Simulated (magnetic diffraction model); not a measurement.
# Ho2Ga6Sn3Bi: the ordered moment from one line

Space group P6_3/mmc (no. 194), a = 6.3200 Å, c = 14.5700 Å.

```csv
site,atom,x,y,z
2b,Bi,0,0,3/4
4f,Ho,2/3,1/3,0.9072
6h,Sn,0.0398,0.5199,3/4
12k,Ga,0.1714,0.3428,0.9192
```

The compound is invented for this exercise: a known structure type with other elements, its cell scaled to their sizes and not relaxed.

Only Ho is taken to order (form factors of Ho3+); orders and moment sizes are assumed, and not adapted to the symmetry. Radiation: neutrons of λ = 1.594 Å, 8° to 50°; isotropic B of 0.23 Å² (Bi), 0.33 Å² (Ho), 0.36 Å² (Sn) and 0.3 Å² (Ga). The intensities are simulated: I ∝ L Σ (|F_N|² + |F_M⊥|²) for unpolarised neutrons, with F_M = 2.695 fm/μB × Σ f(s) S exp(2πi Q·r) exp(−B s²) at Q = H ± k (one set where k and −k are equivalent), only the part normal to Q counting and L = 1/(sin²θ cos θ). For collinear order S is the moment m, which repeats by lattice and centring translations R with the sign exp(−2πi k·R). Form factors are spin-only for 3d ions and dipole or tabulated for f ions, scattering lengths are Sears's of 1992, and absorption is left out. A label names one of the reflections at its angle. The strongest nuclear line in the range is 100, and lines under 0.2 are left out.

In a first state the assumed order is k = (1/2 0 0), collinear moments along [100], 7.4 μB on Ho; signs + at (2/3, 1/3, 0.9072), − at (1/3, 2/3, 0.4072), − at (2/3, 1/3, 0.5928), + at (1/3, 2/3, 0.0928), with this pattern:

```tsv
2θ (°)	index	nuclear	magnetic
10.45	(1/2 0 1)	0.0	69.4
12.56	(0 0 2)	0.3	0.0
15.10	(1/2 0 2)	0.0	19.4
17.90	(1 0 1)	0.7	0.0
19.22	(1/2 -1 2)	0.0	51.9
20.68	(1/2 0 3)	0.0	1.3
20.99	(1 0 2)	0.7	0.0
23.10	(1/2 1 1)	0.0	25.3
25.35	(1 0 3)	0.9	0.0
25.60	(1/2 1 2)	0.0	9.6
26.66	(1/2 0 4)	0.0	4.2
28.28	(3/2 0 2)	0.0	10.3
29.22	(1 1 0)	0.7	0.0
29.26	(1/2 -1 4)	0.0	13.9
29.32	(1/2 1 3)	0.0	0.9
30.48	(1 0 4)	1.6	0.0
```
(The table stops after 16 lines; 40 more lie at higher angle.)

**Question.** Nearer the ordering temperature the line at 10.45° has total intensity 6.2 on the same scale, and all moments have shrunk alike. How large is the Ho moment?

The nuclear part, 0.0, stays, so the magnetic part is 6.2 against 69.4. It goes as m², so m = 7.4 × √(6.2/69.4) = 2.21 μB; the value used was 2.22 μB.

[Logs are printed without paths, hosts, clocks, repeated set-up lines and the standing remarks that a program may print on its own settings, such as how far it seeks lower states.]
